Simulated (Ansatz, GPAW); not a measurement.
# A 8-layer slab of Cr(111): work function by functional and basis, part 2 of 2

Wanted: work functions and dipole of a 8-layer slab of Cr(111), with the cost of each level.

GPAW 26.7.0 and Ansatz 0.2.0; GPAW, PAW setups; slab in vacuum (the session's first sound run).

So far, upper work function (eV): step 2 (relaxing the atoms, PBE, GPAW) 4.09; step 5 (self-consistent run: xc = "revPBE") 3.96; step 6 (OptPBE vdW: xc = "optPBE-vdW", GPAW, PAW setups, GPAW) 4.26; step 7 (real-space grid: mode = "fd", PBE, GPAW) 4.08; step 8 (atomic orbitals: mode = "lcao", PBE, GPAW) 3.72.

**10. A second plane-wave code**

A second program with its own datasets checks the number independently.

This step: Ansatz plane waves; slab in vacuum with a dipole correction (Ansatz 0.2.0).

Contents of input.yaml:

```yaml
crystal:
  lattice:
    - [4.0729350596, 0.0, 0.0]
    - [2.0364675298, 3.5272652296, 0.0]
    - [0.0, 0.0, 23.8196907134]
  atoms:
    - { symbol: Cr, position: [0.6666679013, 0.6666666233, 0.3778386591] }
    - { symbol: Cr, position: [0.0, 0.0, 0.4127417152] }
    - { symbol: Cr, position: [0.3333332419, 0.3333347292, 0.447645191] }
    - { symbol: Cr, position: [0.6666679013, 0.6666666233, 0.4825482471] }
    - { symbol: Cr, position: [0.0, 0.0, 0.5165969011] }
    - { symbol: Cr, position: [0.3333332419, 0.3333347292, 0.5532409717] }
    - { symbol: Cr, position: [0.6666679013, 0.6666666233, 0.5794663376] }
    - { symbol: Cr, position: [0.0, 0.0, 0.6075384813] }
kpoints:
  mp_grid: { grid: [9, 9, 1] }
hamiltonian:
  xc: pbe
scf:
  occupations: { method: fermi_dirac, width: 0.1 }
efield:
  axis: 3
  dipole_correction: true
  ramp_width: 0.05
output:
  forces: true
  write_potential: true
  write_density: true
  volumetric_format: npy
```

The run is started by

```console
ansatz run input.yaml --threads 4 --pin off --max-ram 8192MiB --backend cpu --events-out ev --progress --plain --runs-dir out
```

It took 13 s on 4 threads of Intel Xeon Platinum 8488C (Sapphire Rapids), shared host; peak memory 0.99 GiB.

This step gave:

```
free energy             : -27015.3909 eV
smearing term TS        : 0.3343 eV
symmetry operations     : 6
upper work function     : 4.101 eV
lower work function     : 3.924 eV
dipole along the normal : -0.01407 e·Å
dipole field            : -0.007439 V/Å
vacuum level above      : 6.497 eV
vacuum level below      : 6.319 eV
```

Table of electrostatic potential energy of an electron (with the applied field's), less the Fermi level, planar mean by z:

z (Å), electrostatic potential energy of an electron (with the applied field's), less the Fermi level, planar mean (eV) and a bar from the least value:
```
        0        4.0 ##############################
        1        3.9 ##############################
        2        3.9 ##############################
        3        3.9 ##############################
        4        3.9 ##############################
        5        3.9 ##############################
        6        3.9 ##############################
        7        3.7 #############################
        8        1.8 ##########################
        9       -6.8 ##########
       10       -9.5 #####
       11      -10.3 ####
       12      -10.3 ####
       13      -10.8 ###
       14      -12.4 
       15       -2.8 #################
       16        3.4 #############################
       17        4.0 ##############################
       18        4.1 ##############################
       19        4.1 ##############################
       20        4.1 ##############################
       21        4.1 ##############################
       22        4.1 ##############################
       23        4.1 ##############################
```

The valence density, planar mean oscillates, so the rows of the table below give means over windows of 1 Å about each position, cut where the curve ends. Its maxima inside the range that stand out by 2 % of the span (Å: e/Å³): 9.1: 1.19, 9.8: 1.28, 10.7: 1.28, 11.5: 1.30, 12.4: 1.29, 13.7: 1.51. Its minima: 9.4: 1.02, 10.3: 1.06, 11.0: 1.07, 11.9: 1.08, 12.8: 1.03.

Valence density, planar mean against z; means over each step:

z (Å), valence density, planar mean (e/Å³) and a bar:
```
        5       0.00 
        6       0.00 
        7       0.01 
        8       0.10 ##
        9       0.96 #####################
       10       1.16 #########################
       11       1.18 #########################
       12       1.20 ##########################
       13       1.25 ###########################
       14       1.40 ##############################
       15       0.49 ###########
       16       0.02 #
       17       0.00 
       18       0.00 
       19       0.00
```

Force by atom:

| atom | x (eV/Å) | y (eV/Å) | z (eV/Å) | size |
| --- | --- | --- | --- | --- |
| Cr1 | 0.00 | 0.00 | 1.54 | 1.54 |
| Cr2 | 0.00 | 0.00 | 0.26 | 0.26 |
| Cr3 | 0.00 | 0.00 | -0.91 | 0.91 |
| Cr4 | 0.00 | 0.00 | -1.00 | 1.00 |
| Cr5 | 0.00 | 0.00 | -0.15 | 0.15 |
| Cr6 | 0.00 | 0.00 | 0.01 | 0.01 |
| Cr7 | 0.00 | 0.00 | 0.05 | 0.05 |
| Cr8 | 0.00 | 0.00 | 0.20 | 0.20 |

The upper face's work function is 4.101 eV, against 4.087 eV in the first plane-wave PBE run at this geometry.

**11. Side by side**

Results and costs are gathered.

This step: comparison of work functions, dipole and cost (GPAW 26.7.0).

Ladder, by row:

| step | code | work function, upper (eV) | work function, lower (eV) | dipole (e Å) | wall time (s) | peak memory (GiB) | threads |
| --- | --- | --- | --- | --- | --- | --- | --- |
| pw | GPAW | 4.087 | 3.912 | -0.01289 | 109.7 | 0.28 | 1 |
| RPBE | GPAW | 3.939 | 3.756 | -0.01349 | 105.8 | 0.27 | 1 |
| revPBE | GPAW | 3.956 | 3.772 | -0.01364 | 105.8 | 0.27 | 1 |
| optPBE-vdW | GPAW | 4.264 | 4.116 | -0.01069 | 134.4 | 0.5 | 1 |
| fd | GPAW | 4.084 | 3.908 | -0.01399 | 657 | 0.94 | 1 |
| lcao | GPAW | 3.724 | 3.484 | -0.0191 | 532.9 | 0.41 | 1 |
| ansatz | Ansatz | 4.101 | 3.924 | -0.01407 | 13.11 | 0.993 | 4 |

**12. A changed run**

One more run, with changed settings.

This step: GPAW, PAW setups; slab in vacuum (GPAW 26.7.0).

Contents of run.py:

```python
import json
import numpy as np
from ase import Atoms
from gpaw import GPAW, PW

slab = Atoms(
    ['Cr', 'Cr', 'Cr', 'Cr', 'Cr', 'Cr', 'Cr', 'Cr'],
    positions=[
        [4.07294, 2.35151, 9.00000],
        [0.00000, 0.00000, 9.83138],
        [2.03647, 1.17576, 10.66277],
        [4.07294, 2.35151, 11.49415],
        [-0.00000, 0.00000, 12.30518],
        [2.03647, 1.17576, 13.17803],
        [4.07294, 2.35151, 13.80271],
        [0.00000, 0.00000, 14.47138]],
    cell=[[4.07294, 0.0, 0.0], [2.03647, 3.52727, 0.0], [0.0, 0.0, 23.81969]],
    pbc=[True, True, False])

slab.calc = GPAW(mode=PW(400), xc='pbe96', kpts={'size': (9, 9, 1), 'gamma': True},
                 occupations={'name': 'fermi-dirac', 'width': 0.1}, nbands='160%',
                 convergence={'density': 1e-05}, maxiter=75,
                 poissonsolver={'dipolelayer': 'xy'},
                 symmetry={'tolerance': 1e-3}, txt='slab.txt')
result = {}
energy = slab.get_potential_energy()
fermi = slab.calc.get_fermi_level()
v = slab.calc.get_electrostatic_potential().mean((0, 1)) - fermi
n = slab.calc.get_pseudo_density().mean((0, 1))
L = slab.cell[2, 2]
z = np.arange(len(v)) * L / len(v)
low, high = slab.positions[:, 2].min(), slab.positions[:, 2].max()
below, above = np.interp([low - 6.8, high + 6.8], z, v)
slopes = [np.interp(x, z, np.gradient(v, z)) for x in (low - 6.8, high + 6.8)]
eps = np.array([[slab.calc.get_eigenvalues(k, s) for k in range(len(slab.calc.get_ibz_k_points()))]
                for s in range(slab.calc.get_number_of_spins())]) - fermi
top, bottom = eps[eps < 0].max(), eps[eps > 0].min()
dipole = slab.get_dipole_moment()[2]
print(f'energy {energy:.4f} eV, Fermi level {fermi:.4f} eV, dipole {dipole:.5f} e A')
print(f'potential 6.8 A off the faces, from the Fermi level: lower {below:.4f} eV, upper {above:.4f} eV')
print(f'slope of the potential there: lower {slopes[0]:.5f}, upper {slopes[1]:.5f} eV/A')
print(f'nearest levels on the mesh: {top:.4f} and {bottom:.4f} eV')
print('magnetic moment', round(slab.get_magnetic_moment(), 3))
result.update(energy=energy, fermi=fermi, dipole=dipole, below=below, above=above, slopes=slopes, edges=[top, bottom],
              z=z.tolist(), v=v.tolist(), n=n.tolist(), positions=slab.positions.tolist(),
              forces=slab.get_forces(apply_constraint=False).tolist(), moments=slab.get_magnetic_moments().tolist())
json.dump(result, open('result.json', 'w'))
```

The run is started by

```console
OMP_NUM_THREADS=1 OPENBLAS_NUM_THREADS=1 python run.py
```

Run time: 0.58 s. Hardware: 1 thread; peak memory 0.1 GiB.

The program refused the input before any cycle.

The program's message: “NameError: Unknown functional: pbe96.”

The change that led to it: xc = "pbe96".

**13. Outcome**

| Quantity | Value |
| --- | --- |
| work function, upper and lower face | 4.087 and 3.912 eV |
| dipole along the normal | -0.0129 e Å |

**Reading.** With plane waves and PBE the work function is 4.09 eV on the upper face and 3.91 eV on the lower. The two faces differ by 0.18 eV, the step that the slab's dipole makes (e p/(ε0 A) gives 0.16 eV), so the dipole layer is needed. The lowest atoms were held at bulk positions, which alone makes the faces unlike. The measured value for polycrystalline Cr, which weights the faces of low work function, is 4.5 eV (as compiled in "Anisotropic work function of elemental crystals", 2019, arxiv:1902.07811); the relaxed upper face lies 0.41 eV under it with PBE, and optPBE-vdW comes nearest (4.26 eV). Measured work functions scatter by a tenth of an eV or more between methods. Over the sound runs of the table the upper face's work function spans 3.724 (lcao) to 4.264 eV (optPBE-vdW). Atomic orbitals miss the plane-wave value by -0.36 eV, since they describe the tail of the density in the vacuum poorly. The two plane-wave codes differ by 0.014 eV on the upper face. The runs had no spin polarisation, so a magnetic state, which thin layers of d-metal atoms can have, wasn't tested. The slab is only 5.5 Å thick between its outer nuclei, so the values belong to this film more than to the surface of the bulk metal. The in-plane lattice was kept as typed, which isn't the functional's own and leaves some strain; spin-orbit coupling and temperature are left out.

[Logs are printed without paths, hosts, clocks, repeated set-up lines and the standing remarks that a program may print on its own settings, such as how far it seeks lower states.]

[Hosts, paths, dates, database ids (printed as entryN), source tags and the programs' standing remarks are cut or masked in the printed files.]
